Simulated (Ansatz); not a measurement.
# 1T-NiF2 monolayer in a perpendicular field

Wanted: the out-of-plane response of the 1T-NiF2 monolayer. A positive field points along +c.

Program: Ansatz 0.2.0. Level of theory: plane-wave DFT, PBE-D3(BJ), Ansatz PAW. Results are calculated unless marked as measured.

This is a report of a sequence of runs, with most program output left out.

## Step 1: The starting structure

The cell holds 3 atoms: 2 F and 1 Ni. Its edges and angles: a = 2.465 Å, b = 2.465 Å, c = 35.198 Å, α = 90.0°, β = 90.0°, γ = 120.0°. Vacuum lies along c.

As a file:

```cif
data_structure
_symmetry_space_group_name_H-M 'P 1'
_symmetry_Int_Tables_number 1
_cell_length_a 2.4647
_cell_length_b 2.4647
_cell_length_c 35.1984
_cell_angle_alpha 90.000
_cell_angle_beta 90.000
_cell_angle_gamma 120.000
_cell_volume 185.18
loop_
_atom_site_label
_atom_site_type_symbol
_atom_site_fract_x
_atom_site_fract_y
_atom_site_fract_z
_atom_site_occupancy
F1 F 0.66667 0.33333 0.47019 1
Ni2 Ni 0.00000 0.00000 0.50000 1
F3 F 0.33333 0.66667 0.52981 1
```

## Step 2: Relaxation

The starting cell is a guess, so the in-plane lattice and the atoms are relaxed first, with the slab cut off from its images along the normal.

Contents of input.yaml:

```yaml
crystal:
  lattice:
    - [2.464748, 0.0, 0.0]
    - [-1.232374, 2.1345343819, 0.0]
    - [0.0, 0.0, 35.1984086962]
  atoms:
    - { symbol: F, position: [0.6666666667, 0.3333333333, 0.4701917107] }
    - { symbol: Ni, position: [0.0, 0.0, 0.5], spin: 2.0 }
    - { symbol: F, position: [0.3333333333, 0.6666666667, 0.5298082893] }
  periodic: [true, true, false]
magnetization:
  spin_polarized: true
kpoints:
  mp_grid: { grid: [18, 18, 1] }
hamiltonian:
  xc: pbe
  dispersion: d3bj
scf:
  occupations: { method: fermi_dirac, width: 0.05 }
  convergence: { dr2_threshold: 1.0e-09 }
relax:
  f_tol: 0.004
  max_steps: 90
  cell: {}
output:
  write_potential: true
  write_density: true
  volumetric_format: npy
```

Launch:

```
> ansatz run input.yaml --threads 2 --pin off --max-ram 3072MiB --backend cpu --events-out ev --progress --plain --runs-dir out
```

Wall time 6 min (2 threads of Intel Xeon at 2.70GHz, shared host); peak memory 0.83 GiB; 11 min of CPU time.

Step by step:

| step | energy less that of the first step (eV) | largest force component (eV/Å) | volume (Å³) |
| --- | --- | --- | --- |
| 1 | 0.0000 | 6.9633 | 185.18 |
| 2 | -1.9830 | 3.5210 | 203.69 |
| 3 | -2.9613 | 1.2002 | 223.08 |
| 4 | -3.1806 | 0.2143 | 239.58 |
| 5 | -3.1838 | 0.0577 | 241.75 |
| 6 | -3.1845 | 0.0023 | 241.31 |
| 7* | -3.5208 | 0.0275 | 241.31 |
| 8 | -3.7182 | 0.0616 | 261.56 |
| 9 | -3.7525 | 0.0302 | 283.45 |
| 10 | -3.7605 | 0.0011 | 279.64 |
| 11 | -3.7599 | 0.0001 | 280.05 |
| 12* | -3.8361 | 0.0012 | 280.05 |
| 13 | -3.8423 | 0.0052 | 286.20 |
| 14 | -3.8413 | 0.0111 | 289.27 |
| 15 | -3.8412 | 0.0104 | 289.44 |
| 16 | -3.8412 | 0.0002 | 289.43 |
| 17* | -3.8482 | 0.0001 | 289.43 |
| 18 | -3.8479 | 0.0000 | 289.86 |
| 19* | -3.8482 | 0.0000 | 289.86 |

Relaxation steps marked * repeat the geometry before them on a plane-wave basis chosen anew for their cell, so energy and pressure can jump there.

Forces are held to the 12 operations that the run works with; a distortion that breaks them can't arise in this run.

```
cell as run  before  after   change
      a (Å)   2.465  3.084  +25.1 %
      b (Å)   2.465  3.084  +25.1 %
```

The atoms that moved most (Å, along periodic axes as changes of fractional coordinates times the final cell, across vacuum about the mean position):

```
atom     dx     dy      dz  length
  F3  0.000  0.000  -0.062   0.062
  F1  0.000  0.000   0.062   0.062
```

The relaxed structure:

```xyz
3
Lattice="3.0837 0.0000 0.0000 -1.5418 2.6705 0.0000 0.0000 0.0000 35.1984" Properties=species:S:1:pos:R:3
F     1.5418    0.8902   16.6119
Ni    0.0000    0.0000   17.5992
F     0.0000    1.7804   18.5865
```

This step gave:

```yaml
total_moment: 2.000 μB
site_moments: 0.1456, 1.651, 0.1456 μB
```

Site moment by atom:

```
atom  site moment (μB)
  F1              0.15
 Ni2              1.65
  F3              0.15
```

The lattice constant a goes from 2.465 to 3.084 Å.

## Step 3: Single point, field 0

A sawtooth potential applies the field, turning back in the middle of the vacuum. With the dipole correction the typed value is the field outside the slab. The induced dipole is small, so the SCF threshold is tight.

The cell differs from the one that the last finished run ended in (c 35.198 → 19.975 Å).

Contents of input.yaml:

```yaml
crystal:
  lattice:
    - [3.0836831363, 0.0, 0.0]
    - [-1.5418415681, 2.6705479332, 0.0]
    - [0.0, 0.0, 19.974608244]
  atoms:
    - { symbol: F, position: [0.6666666667, 0.3333333333, 0.4505720408], spin: 0.15 }
    - { symbol: Ni, position: [0.0, 0.0, 0.5], spin: 1.65 }
    - { symbol: F, position: [0.3333333333, 0.6666666667, 0.5494279592], spin: 0.15 }
magnetization:
  spin_polarized: true
kpoints:
  mp_grid: { grid: [24, 24, 1] }
  band_path:
    path: [[0, 0, 0], [0.5, 0, 0], [0.33333333, 0.33333333, 0], [0, 0, 0]]
    npoints: 16
hamiltonian:
  xc: pbe
  dispersion: d3bj
scf:
  occupations: { method: fermi_dirac, width: 0.02585 }
  convergence: { dr2_threshold: 1.0e-10 }
efield:
  axis: 3
  dipole_correction: true
  ramp_position: 0.97
  ramp_width: 0.06
  amplitude: 0
output:
  dos: { projected: true, e_range: [-6, 5] }
  write_potential: true
  write_density: true
  volumetric_format: npy
  elf: true
```

The job ended after 35 s (2 threads; peak memory 0.76 GiB; 67 s of CPU time).

This step gave:

| Item | Value |
| --- | --- |
| gap on the k-mesh | 1.537 eV |
| dipole along the normal | -2.07e-9 e·Å |
| gap along the path | 1.537 eV |
| ionisation energy, upper face | 7.181 eV |
| electron affinity, upper face | 5.644 eV |
| gap, the smaller of path and mesh | 1.537 eV |

Running mean over a fixed 2.5 Å (it still follows the layers) of the planar mean; the ramp of the sawtooth is left out. Table of electron's electrostatic potential energy less the Fermi level by z:

z (Å), electron's electrostatic potential energy less the Fermi level (eV) and a bar from the least value:
```
      3.0       6.42 ##############################
      3.5       6.42 ##############################
      4.0       6.42 ##############################
      4.5       6.42 ##############################
      5.0       6.42 ##############################
      5.5       6.42 ##############################
      6.0       6.42 ##############################
      6.5       6.40 ##############################
      7.0       6.30 ##############################
      7.5       5.40 ############################
      8.0       3.19 #######################
      8.5       0.06 #################
      9.0      -3.69 #########
      9.5      -6.65 ###
     10.0      -7.92 
     10.5      -6.54 ###
     11.0      -3.51 #########
     11.5       0.24 #################
     12.0       3.33 ########################
     12.5       5.48 ############################
     13.0       6.31 ##############################
     13.5       6.40 ##############################
     14.0       6.42 ##############################
     14.5       6.42 ##############################
     15.0       6.42 ##############################
     15.5       6.42 ##############################
     16.0       6.42 ##############################
     16.5       6.42 ##############################
     17.0       6.42 ##############################
```

The density of states has structure finer than the step of the table below, so its rows give means over 0.25 eV, whole bins alone (the curve runs from -6 to 2.77 eV). Peaks (eV: height): total -4.980: 9.36, -4.920: 9.66, -2.110: 13.6, -1.200: 15.3, -1.070: 10.2, -1.010: 12.6, 1.200: 9.85; up -5.370: 7.39, -5.230: 6.56, -2.390: 5.09, -2.110: 13.6, -1.970: 7.33, -1.700: 8.90, -1.420: 6.44; down -4.980: 8.36, -4.920: 8.69, -1.200: 15.3, -1.070: 10.2, -1.010: 12.6, 0.810: 8.32, 1.200: 9.85.

Table of density of states by energy, zero at the Fermi level of the run, which the smearing sets inside the gap; means over each step; values in states/eV a cell:

```csv
energy (eV),total,up,down
-5.75,1.10,0.247,0.855
-5.50,4.47,2.04,2.42
-5.25,5.44,4.41,1.03
-5.00,4.64,1.00,3.64
-4.75,3.68,1.21,2.47
-4.50,3.59,1.55,2.03
-4.25,3.04,1.14,1.90
-4.00,2.41,0.994,1.41
-3.75,0.611,0,0.611
-3.50,0,0,0
-3.25,0,0,0
-3.00,0,0,0
-2.75,0,0,0
-2.50,1.40,1.40,0
-2.25,5.33,5.33,0
-2.00,4.69,4.69,0
-1.75,4.60,4.60,0
-1.50,3.47,3.47,0
-1.25,6.28,1.05,5.24
-1.00,5.35,0,5.35
-0.75,1.23,0,1.23
-0.50,0,0,0
-0.25,0,0,0
0.00,0,0,0
0.25,0,0,0
0.50,0,0,0
0.75,2.74,0,2.74
1.00,2.82,0,2.82
1.25,2.55,0,2.55
1.50,0,0,0
```

Projected DOS per atom over height of the atomic layer and energy from the Fermi level. Layers: F Ni F from below.

Ten even steps from '_' (0.00 states/eV) to '@' (5.23 states/eV), each cell a mean:
```
______
______
______
______
__++__
__..__
______
______
______
__@@__
..**..
__++__
__@@__
__..__
______
______
..__..
::__::
--__--
--__--
==..==
..__..
```
Columns: height of the atomic layer (Å) from 9 to 11.0; rows upwards: energy from the Fermi level (eV) from -5.96 to 2.77.

Projected DOS per atom, spin up over height of the atomic layer and energy from the Fermi level. Layers: F Ni F from below.

Values in states/eV, 22 rows by 3 columns, each cell a mean:
```
0.00 0.00 0.00
0.00 0.00 0.00
0.00 0.00 0.00
0.00 0.00 0.00
0.00 0.00 0.00
0.00 0.00 0.00
0.00 0.00 0.00
0.00 0.00 0.00
0.00 0.00 0.00
0.00 0.01 0.00
0.49 1.65 0.49
0.49 3.11 0.49
0.19 4.73 0.19
0.02 0.59 0.02
0.00 0.00 0.00
0.00 0.00 0.00
0.00 0.00 0.00
0.63 0.03 0.63
0.68 0.08 0.68
0.50 0.14 0.50
1.41 0.66 1.41
0.24 0.16 0.24
```
Columns: height of the atomic layer (Å) from 9 to 11.0; rows upwards: energy from the Fermi level (eV) from -5.96 to 2.77.

Projected DOS per atom, spin down over height of the atomic layer and energy from the Fermi level. Layers: F Ni F from below.

Ten even steps from '0' (0.00 states/eV) to '9' (5.23 states/eV), each cell a mean:
```
000
000
000
000
050
010
000
000
000
090
020
000
000
000
000
000
101
101
202
202
101
000
```
Columns: height of the atomic layer (Å) from 9 to 11.0; rows upwards: energy from the Fermi level (eV) from -5.96 to 2.77.

Deep bands are left out, so band numbers here count from the lowest band kept and differ from the log's. The electronic bands at the labelled points (eV, zero at the Fermi level of the run, which the smearing sets inside the gap; # counts the bands kept):

| point | up #8 | up #9 | up #10 | up #11 | down #8 | down #9 | down #10 | down #11 |
| --- | --- | --- | --- | --- | --- | --- | --- | --- |
| Γ | -2.48 | -1.71 | -1.23 | -1.23 | -1.32 | -0.76 | 1.23 | 1.23 |
| halfway | -2.12 | -1.85 | -1.67 | -1.42 | -1.14 | -0.85 | 0.83 | 1.20 |
| M | -2.21 | -2.04 | -1.67 | -1.31 | -1.08 | -1.03 | 0.80 | 1.22 |
| halfway | -2.16 | -2.00 | -1.75 | -1.49 | -1.06 | -1.03 | 0.85 | 1.09 |
| K | -2.01 | -2.01 | -1.72 | -1.72 | -1.01 | -1.01 | 0.94 | 0.94 |
| halfway | -2.15 | -1.93 | -1.76 | -1.50 | -1.11 | -0.90 | 0.85 | 1.10 |
| Γ | -2.48 | -1.71 | -1.23 | -1.23 | -1.32 | -0.76 | 1.23 | 1.23 |

Spin density in the ca plane at fractional y = 0.000, with atoms of Ni within 0.2 Å of it.

Ten even steps from '0' (0.0 e/Å³) to '9' (4.3 e/Å³), each cell a mean:
```
00000000000000000000001550000000000000000000
00000000000000000000000000000000000000000000
00000000000000000000000000000000000000000000
00000000000000000000000000000000000000000000
00000000000000000000000000000000000000000000
00000000000000000000000000000000000000000000
00000000000000000000000210000000000000000000
00000000000000000000000980000000000000000000
```
Columns run along c (16.0 Å, from fractional 0.07 to 0.88 of the cell), rows up along a (3.1 Å). Atoms in or near the plane, at fractional coordinates: Ni at (0.50, 0.00).

Electrostatic potential energy in the ca plane at fractional y = 0.000, with atoms of Ni within 0.2 Å of it. With pseudopotentials it is smooth inside the atoms' cores, unlike the true potential.

Ten even steps from '0' (-36 eV) to '9' (3 eV), each cell a mean:
```
99999999999999999999850000689999999999999999
99999999999999999999974114899999999999999999
99999999999999999999988778899999999999999999
99999999999999999999998888999999999999999999
99999999999999999999988888999999999999999999
99999999999999999999986457899999999999999999
99999999999999999999871002799999999999999999
99999999999999999999850000589999999999999999
```
Columns run along c (16.0 Å, from fractional 0.07 to 0.88 of the cell; values clipped at the 3rd and 97th percentile), rows up along a (3.1 Å). Atoms in or near the plane, at fractional coordinates: Ni at (0.50, 0.00).

ELF in the ca plane at fractional y = 0.000, with atoms of Ni within 0.2 Å of it. It is the smooth field of the valence electrons, not physical close to the nuclei.

Values, 5 rows by 16 columns, each cell a mean:
```
0.00 0.00 0.00 0.00 0.00 0.00 0.01 0.09 0.37 0.19 0.03 0.00 0.00 0.00 0.00 0.00
0.00 0.00 0.00 0.00 0.00 0.00 0.07 0.26 0.12 0.22 0.16 0.01 0.00 0.00 0.00 0.00
0.00 0.00 0.00 0.00 0.00 0.00 0.12 0.47 0.14 0.39 0.28 0.02 0.00 0.00 0.00 0.00
0.00 0.00 0.00 0.00 0.00 0.00 0.04 0.16 0.16 0.15 0.09 0.01 0.00 0.00 0.00 0.00
0.00 0.00 0.00 0.00 0.00 0.00 0.01 0.12 0.47 0.24 0.02 0.00 0.00 0.00 0.00 0.00
```
Columns run along c (16.0 Å, from fractional 0.07 to 0.88 of the cell), rows up along a (3.1 Å). Atoms in or near the plane, at fractional coordinates: Ni at (0.50, 0.00).

The gap is 1.54 eV, with the valence edge 7.18 eV and the conduction edge 5.64 eV under the upper vacuum level.

## Step 4: Single point, field 0.1 V/Å

input.yaml, as its differences from that of step 3:

```diff
@@ -25,7 +25,6 @@
   dipole_correction: true
-  ramp_position: 0.97
-  ramp_width: 0.06
-  amplitude: 0
+  ramp_position: 0.9134
+  ramp_width: 0.1732
+  amplitude: 0.1
 output:
-  dos: { projected: true, e_range: [-6, 5] }
   write_potential: true
@@ -33,2 +32 @@
   volumetric_format: npy
-  elf: true
```

It took 40 s on 2 threads; peak memory 0.76 GiB; 74 s of CPU time.

The dipole is 0.0112 e·Å, and the gap 1.537 eV.

## Step 5: Single point, field -0.1 V/Å

input.yaml, as its differences from that of step 4:

```diff
@@ -27,3 +27,3 @@
   ramp_width: 0.1732
-  amplitude: 0.1
+  amplitude: -0.1
 output:
```

The job ended after 42 s (2 threads; peak memory 0.76 GiB).

The dipole is -0.0112 e·Å, and the gap 1.537 eV.

## Step 6: Response, atoms held

This step: plane-wave DFT, PBE-D3(BJ), Ansatz PAW; response to a field along the normal, atoms held (Ansatz 0.2.0).

The dipoles give the slope, and the difference of two potentials shows where the field is screened.

Numbers from this step:

```yaml
equivalent_conductor_thickness_p_eps_0ae: 2.460 Å
distance_between_the_outer_atoms: 1.975 Å
```

Table of dipole of the cell by applied field:

| applied field (V/Å) | dipole of the cell (e·Å) |
| --- | --- |
| -0.1000 | -0.0112 |
| 0.0000 | 0 |
| 0.1000 | 0.0112 |

The total moment stays at 2 μB for applied field from -0.1 to 0.1 V/Å.

Local field over the applied field, running mean. From the potentials at -0.1 and 0.1 V/Å; running mean over 2.5 Å. Table of local field over applied field by z:

| z (Å) | local field over applied field |
| --- | --- |
| 4.14 | 1.000 |
| 4.59 | 1.000 |
| 4.88 | 1.000 |
| 5.33 | 0.999 |
| 5.77 | 0.998 |
| 6.21 | 0.993 |
| 6.51 | 0.985 |
| 6.95 | 0.956 |
| 7.40 | 0.887 |
| 7.84 | 0.782 |
| 8.14 | 0.695 |
| 8.58 | 0.560 |
| 9.03 | 0.435 |
| 9.32 | 0.359 |
| 9.77 | 0.288 |
| 10.21 | 0.288 |
| 10.65 | 0.359 |
| 10.95 | 0.435 |
| 11.39 | 0.560 |
| 11.84 | 0.695 |
| 12.13 | 0.782 |
| 12.58 | 0.887 |
| 13.02 | 0.956 |
| 13.46 | 0.985 |
| 13.76 | 0.993 |
| 14.20 | 0.998 |
| 14.65 | 0.999 |
| 15.09 | 1.000 |
| 15.39 | 1.000 |
| 15.83 | 1.000 |

Electrons, planar mean, per unit field. The induced electron density by z:

```csv
z (Å),induced electron density (e/Å³ per V/Å)
4.14,2.0e-7
4.44,2.9e-7
4.73,4.5e-7
5.03,8.7e-7
5.47,2.3e-6
5.77,5.8e-6
6.07,1.4e-5
6.36,3.3e-5
6.66,7.7e-5
6.95,1.7e-4
7.25,3.7e-4
7.55,7.8e-4
7.99,0.00204
8.29,0.00317
8.58,0.00299
8.88,0.00178
9.17,0.00247
9.47,6.2e-5
9.77,-3.6e-4
10.21,3.6e-4
10.51,-6.2e-5
10.80,-0.00247
11.10,-0.00178
11.39,-0.00299
11.69,-0.00317
11.98,-0.00204
12.43,-7.8e-4
12.72,-3.7e-4
13.02,-1.7e-4
13.32,-7.7e-5
13.61,-3.3e-5
13.91,-1.4e-5
14.20,-5.8e-6
14.50,-2.3e-6
14.94,-8.7e-7
15.24,-4.5e-7
15.54,-2.9e-7
15.83,-2.0e-7
```

By hand: between -0.1 and 0.1 V/Å the dipole changes by 0.02240 e·Å, a slope of 0.1120 e·Å²/V. A perfect conductor of thickness t has p = ε₀AEt, so t = 180.95 × 0.1120 / 8.235 = 2.46 Å (e/ε₀ = 180.95 V·Å, A in Å²).

The induced dipole is that of a conductor 2.46 Å thick.

## Step 7: Results

```yaml
gap_without_field: 1.54 eV
ionisation_energy_upper_face: 7.18 eV
electron_affinity_upper_face: 5.64 eV
equivalent_conductor_thickness_atoms_held: 2.46 Å
```

What this shows: The induced dipole equals that of a perfect conductor 2.46 Å thick, while the outer atoms lie 1.97 Å apart; an out-of-plane ε follows only once a thickness t is chosen, by 1 − 1/ε = 2.46 Å / t. The gap stays within 0.01 eV of 1.54 eV over the fields run, up to 0.1 V/Å in size. Semilocal functionals give gaps that are too small, and excitons are not included. The magnetic order is the one reached from the typed start; other orders were not compared.

[Logs are printed without paths, hosts, clocks, repeated set-up lines and the standing remarks that a program may print on its own settings, such as how far it seeks lower states.]

[Hosts, paths, dates, database ids (printed as entryN), source tags and the programs' standing remarks are cut or masked in the printed files.]

[Maps of the electrostatic potential energy from Ansatz leave out the sawtooth potential of an applied field or a dipole correction, so their vacuum need not be flat; planar profiles and work functions include it.]

[The density of states shown here was stored with 400 of the rows of the run's finer table, so its peaks can read low, often by over a quarter, or be missed, and its means over a window can be off by a tenth or more.]
